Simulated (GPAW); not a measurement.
# Ballistic transport through a Pb chain with an Ag atom bridging one bond, cheap and dear, part 2 of 2

How well does a Pb chain with an Ag atom bridging one bond conduct at low bias, and how far do basis and functional move the answer?

GPAW 26.7.0; GPAW LCAO, PAW setups; Landauer transmission from Green's functions with principal layers (ASE), zero bias.

So far, transmission at the Fermi level (one spin): step 2 (double-zeta polarised basis, PBE, GPAW) 2.75; step 3 (basis szp(dzp), PBE, GPAW) 2.77; step 4 (basis sz(dzp), PBE, GPAW) 2.78; step 5 (LDA) 2.74.

### Step 8. Potential alignment off

Without the shift, lead and junction are matched by their Fermi levels alone.

This step: GPAW LCAO, PAW setups; Landauer transmission from Green's functions with principal layers (ASE), zero bias (GPAW 26.7.0).

File run.py:

```python
import json
import numpy as np
from ase import Atoms
from ase.transport.calculators import TransportCalculator
from gpaw import GPAW, FermiDirac
from gpaw.lcao.tools import get_lcao_hamiltonian
from scipy.linalg import eigh

# The junction with lead layers at both ends, along the third cell vector
device = Atoms(
    ['Pb', 'Pb', 'Pb', 'Pb', 'Pb', 'Ag', 'Pb', 'Pb', 'Pb', 'Pb', 'Pb'],
    positions=[
        [4.50000, 4.50000, 1.45000],
        [4.50000, 4.50000, 4.35000],
        [4.50000, 4.50000, 7.25000],
        [4.50000, 4.50000, 10.15000],
        [4.50000, 4.50000, 13.05000],
        [6.76430, 4.50000, 14.60000],
        [4.50000, 4.50000, 16.15000],
        [4.50000, 4.50000, 19.05000],
        [4.50000, 4.50000, 21.95000],
        [4.50000, 4.50000, 24.85000],
        [4.50000, 4.50000, 27.75000]],
    cell=[[9.0, 0.0, 0.0], [0.0, 9.0, 0.0], [0.0, 0.0, 29.2]],
    pbc=True)

# One principal layer of the lead: the first 3 atoms of the device
lead = Atoms(
    ['Pb', 'Pb', 'Pb'],
    positions=[
        [4.50000, 4.50000, 1.45000],
        [4.50000, 4.50000, 4.35000],
        [4.50000, 4.50000, 7.25000]],
    cell=[[9.0, 0.0, 0.0], [0.0, 9.0, 0.0], [0.0, 0.0, 8.7]],
    pbc=True)

settings = dict(mode='lcao', basis='dzp', xc='PBE', h=0.2,
                occupations=FermiDirac(0.1), maxiter=250,
                mixer=dict(beta=0.1, nmaxold=8, weight=100.0),
                convergence=dict(density=0.0001))
energies = np.arange(-2, 2 + 1e-9, 0.05)
eta = 0.0001
n1, n2 = 1, 1
# k and -k transmit alike, so half of the mesh across the current serves
mesh = [(i, j) for i in range(n1) for j in range(n2) if (i, j) <= (-i % n1, -j % n2)]
weights = np.array([1 if (i, j) == (-i % n1, -j % n2) else 2 for i, j in mesh]) / (n1 * n2)

# [... helper functions left out ...]
fermi_lead = ground_state(lead, (1, 1, 13), 'lead.txt')
fermi_device = ground_state(device, (1, 1, 3), 'device.txt')
# [... loop over the mesh left out, but for ...]
        # Lead and device are aligned by their Fermi levels alone
        shift = 0.0
# [...]
kT = 8.617333e-5 * 77
bias = [0.1, 0.2, 0.5, 1.0, 1.5, 2.0]
# [... integrals and printing left out ...]
```

On the command line:

```bash
> OMP_NUM_THREADS=1 OPENBLAS_NUM_THREADS=1 python run.py
```

What it wrote:

```text
basis functions: device 257, principal layer 69
Fermi level: lead -2.5493 eV, device -2.4252 eV; lead shifted by 0.0000 eV
largest coupling past the next layer 2.76e-08 eV, largest misfit of the first layer 0.075 eV
  E-E_F (eV)   T (one spin)  [channel counts left out]
    -2.000    9.3072e-01
    -1.950    9.1511e-01
    -1.900    8.9641e-01
    -1.850    8.7303e-01
    -1.800    8.4251e-01
    -1.750    8.0084e-01
    -1.700    7.4134e-01
    -1.650    6.5289e-01
    -1.600    5.1842e-01
    -1.550    3.2184e-01
    -1.500    9.5172e-02
    -1.450    3.1914e-03
    -1.400    1.7046e-01
    -1.350    4.2776e-01
    -1.300    6.2409e-01
    -1.250    7.4793e-01
[...]
1.650    1.9885e+00
     1.700    1.9745e+00
     1.750    2.0036e+00
     1.800    2.0520e+00
     1.850    2.1030e+00
     1.900    2.1480e+00
     1.950    2.1837e+00
     2.000    2.2093e+00
conductance at 77 K: 2.747 G0 a cell; thermopower -0.2674 uV/K
current from the zero-bias T(E) at 0.1 V: 21.274 uA
current from the zero-bias T(E) at 0.2 V: 42.492 uA
current from the zero-bias T(E) at 0.5 V: 105.75 uA
current from the zero-bias T(E) at 1.0 V: 208.18 uA
current from the zero-bias T(E) at 1.5 V: 297.56 uA
current from the zero-bias T(E) at 2.0 V: 371.53 uA
```

It took 82 s on 1 thread of Arm Neoverse N1, shared host; peak memory 1 GiB.

Numbers from this step:

```
conductance                                    : 2.747 G₀
largest coupling past the next principal layer : 2.76e-8 eV
largest misfit of the first principal layer    : 0.07536 eV
shift that aligns the lead                     : 0 eV
transmission at the Fermi level (one spin)     : 2.748
```

One spin. Table of transmission, zone mean by energy, zero at the Fermi level:

| energy (eV) | transmission, zone mean |
| --- | --- |
| -2.000 | 0.931 |
| -1.800 | 0.843 |
| -1.600 | 0.518 |
| -1.400 | 0.170 |
| -1.200 | 0.824 |
| -1.000 | 0.940 |
| -0.800 | 0.970 |
| -0.600 | 2.13 |
| -0.400 | 2.48 |
| -0.200 | 2.64 |
| 0.000 | 2.75 |
| 0.200 | 2.79 |
| 0.400 | 2.80 |
| 0.600 | 2.82 |
| 0.800 | 2.85 |
| 1.000 | 2.87 |
| 1.050 | 2.87 |
| 1.200 | 2.84 |
| 1.400 | 2.62 |
| 1.600 | 2.07 |
| 1.800 | 2.05 |
| 2.000 | 2.21 |

Not self-consistent under bias; the bias window is split evenly. Current through one cell, from the zero-bias transmission against bias:

| bias (V) | current through one cell, from the zero-bias transmission (μA) |
| --- | --- |
| 0.100 | 21.3 |
| 0.200 | 42.5 |
| 0.500 | 106 |
| 1.000 | 208 |
| 1.500 | 298 |
| 2.000 | 372 |

Table of transmission of the three most open eigenchannels by energy, zero at the Fermi level:

| energy (eV) | channel 1 | channel 2 | channel 3 |
| --- | --- | --- | --- |
| -2.00 | 0.931 | 0 | 0 |
| -1.85 | 0.873 | 0 | 0 |
| -1.70 | 0.741 | 0 | 0 |
| -1.60 | 0.518 | 0 | 0 |
| -1.45 | 0.00319 | 0 | 0 |
| -1.30 | 0.624 | 0 | 0 |
| -1.15 | 0.872 | 0 | 0 |
| -1.05 | 0.925 | 0 | 0 |
| -0.90 | 0.959 | 0 | 0 |
| -0.75 | 0.974 | 7.4e-10 | 2.1e-10 |
| -0.60 | 0.990 | 0.982 | 0.155 |
| -0.50 | 0.997 | 0.982 | 0.365 |
| -0.35 | 0.994 | 0.981 | 0.546 |
| -0.20 | 0.994 | 0.982 | 0.668 |
| -0.05 | 0.993 | 0.982 | 0.750 |
| 0.00 | 0.991 | 0.982 | 0.774 |
| 0.05 | 0.989 | 0.982 | 0.793 |
| 0.20 | 0.984 | 0.982 | 0.822 |
| 0.35 | 0.984 | 0.983 | 0.829 |
| 0.50 | 0.989 | 0.984 | 0.832 |
| 0.60 | 0.993 | 0.985 | 0.840 |
| 0.75 | 0.996 | 0.985 | 0.859 |
| 0.90 | 0.997 | 0.987 | 0.880 |
| 1.05 | 0.996 | 0.987 | 0.889 |
| 1.15 | 0.994 | 0.987 | 0.878 |
| 1.30 | 0.990 | 0.988 | 0.797 |
| 1.45 | 0.988 | 0.963 | 0.466 |
| 1.60 | 0.989 | 0.985 | 0.0912 |
| 1.70 | 0.989 | 0.984 | 0.00165 |
| 1.85 | 0.989 | 0.982 | 0.132 |
| 2.00 | 0.988 | 0.978 | 0.243 |

The conductance equals that of the dzp run to 0.2 %.

### Step 9. A second varied run

A last run, with other settings again.

run.py, as its differences from that of step 8:

```diff
@@ -33,3 +33,3 @@
         [4.50000, 4.50000, 7.25000]],
-    cell=[[9.0, 0.0, 0.0], [0.0, 9.0, 0.0], [0.0, 0.0, 8.7]],
+    cell=[[9.0, 0.0, 0.0], [0.0, 9.0, 0.0], [0.0, 0.0, 7.83]],
     pbc=True)
@@ -37,3 +37,3 @@
 settings = dict(mode='lcao', basis='dzp', xc='PBE', h=0.2,
-                occupations=FermiDirac(0.1), maxiter=250,
+                occupations=FermiDirac(0.1), maxiter=75,
                 mixer=dict(beta=0.1, nmaxold=8, weight=100.0),
@@ -51,4 +51,4 @@
 # [... loop over the mesh left out, but for ...]
-        # Lead and device are aligned by their Fermi levels alone
-        shift = 0.0
+        # Shift the lead onto the potential of the device's first layer
+        shift = ((H[:, 0, 0] - H0[:, 0, 0]) / S0[0, 0]).real.mean()
 # [...]
```

What it wrote:

```text
basis functions: device 257, principal layer 69
Fermi level: lead -2.3599 eV, device -2.4252 eV; lead shifted by 1.3418 eV
largest coupling past the next layer 4.37e-05 eV, largest misfit of the first layer 1.993 eV
  E-E_F (eV)   T (one spin)  channels
    -2.000    4.6441e-08    0.0000
    -1.950    1.7990e-08    0.0000
    -1.900    1.1089e-08    0.0000
    -1.850    8.5814e-09    0.0000
    -1.800    7.6861e-09    0.0000
    -1.750    7.6894e-09    0.0000
    -1.700    8.4525e-09    0.0000
    -1.650    1.0140e-08    0.0000
    -1.600    1.3230e-08    0.0000
    -1.550    1.8485e-08    0.0000
    -1.500    2.3849e-08    0.0000
    -1.450    2.0339e-08    0.0000
    -1.400    5.7777e-06    0.0000
    -1.350    6.1133e-06    0.0000
    -1.300    6.5329e-07    0.0000
    -1.250    3.4656e-07    0.0000
[...]
1.650    1.8166e+00    3.0000
     1.700    1.7357e+00    3.0000
     1.750    1.6620e+00    3.0000
     1.800    1.5880e+00    3.0000
     1.850    1.5184e+00    3.0000
     1.900    1.4601e+00    3.0000
     1.950    1.4203e+00    3.0000
     2.000    1.4070e+00    3.0000
conductance at 77 K: 0.98888 G0 a cell; thermopower -5.367 uV/K
current from the zero-bias T(E) at 0.1 V: 7.7611 uA
current from the zero-bias T(E) at 0.2 V: 16.916 uA
current from the zero-bias T(E) at 0.5 V: 44.374 uA
current from the zero-bias T(E) at 1.0 V: 79.325 uA
current from the zero-bias T(E) at 1.5 V: 111.73 uA
current from the zero-bias T(E) at 2.0 V: 143.69 uA
```

Elapsed: 82 s, on 1 thread; peak memory 1 GiB.

The run finished. A setting was moved off its sound value on purpose, so it serves as a test and not as the result.

The fault put into the input: a lead period that doesn't match its atoms (period = 7.83).

Side by side:

| quantity | this run | sound run | difference |
| --- | --- | --- | --- |
| conductance (G₀) | 0.98888 | 2.7466 | -1.76 |
| largest coupling past the next principal layer (eV) | 4.369e-5 | 2.756e-8 | 4.4e-5 |
| largest misfit of the first principal layer (eV) | 1.9926 | 0.039351 | 1.95 |
| shift that aligns the lead (eV) | 1.3418 | 0.036334 | 1.31 |
| transmission at the Fermi level (one spin) | 0.98536 | 2.7470 | -1.76 |

One result that differs is the largest misfit of the first principal layer, 1.99 eV against 0.0394 eV.

### Step 10. What came out

```json
{
  "conductance": "2.75 G₀",
  "transmission at the Fermi level, mean of the spins": "2.75",
  "thermopower": "about 0 (under 1.5 μV/K)"
}
```

What this shows: In the dzp basis the junction conducts 2.75 G₀ at 77 K, with T = 2.75 a spin at the Fermi level; the sz basis reaches that conductance within 10 %. At the Fermi level the three most open eigenchannels pass 0.99, 0.98 and 0.78. Measured against the first run (dzp), the nearest curve is that of dzp-LDA (r.m.s. 0.075) and the farthest that of szp (0.18). Over the compared runs wall time goes from 41 s (sz) to 81 s (dzp), on a shared host. The geometry was built from estimated bond lengths and not relaxed, so the numbers describe this model structure. The run had no spin polarisation, so a magnetic state, which chains and small molecules with open shells often have, wasn't tested. Spin-orbit coupling is left out, which matters for the heavy atoms here. An evenly spaced straight chain is an idealisation: free chains tend to dimerise, zigzag or, where a band edge lies near the Fermi level, turn magnetic. The currents use the zero-bias T(E) throughout, which holds only while the bias is small against the distance to the nearest feature. The energy step is wider than the thermal energy, so the conductance and thermopower rest on interpolation of T(E).

[Logs are printed without paths, hosts, clocks, repeated set-up lines and the standing remarks that a program may print on its own settings, such as how far it seeks lower states.]

[Hosts, paths, dates, database ids (printed as entryN), source tags and the programs' standing remarks are cut or masked in the printed files.]
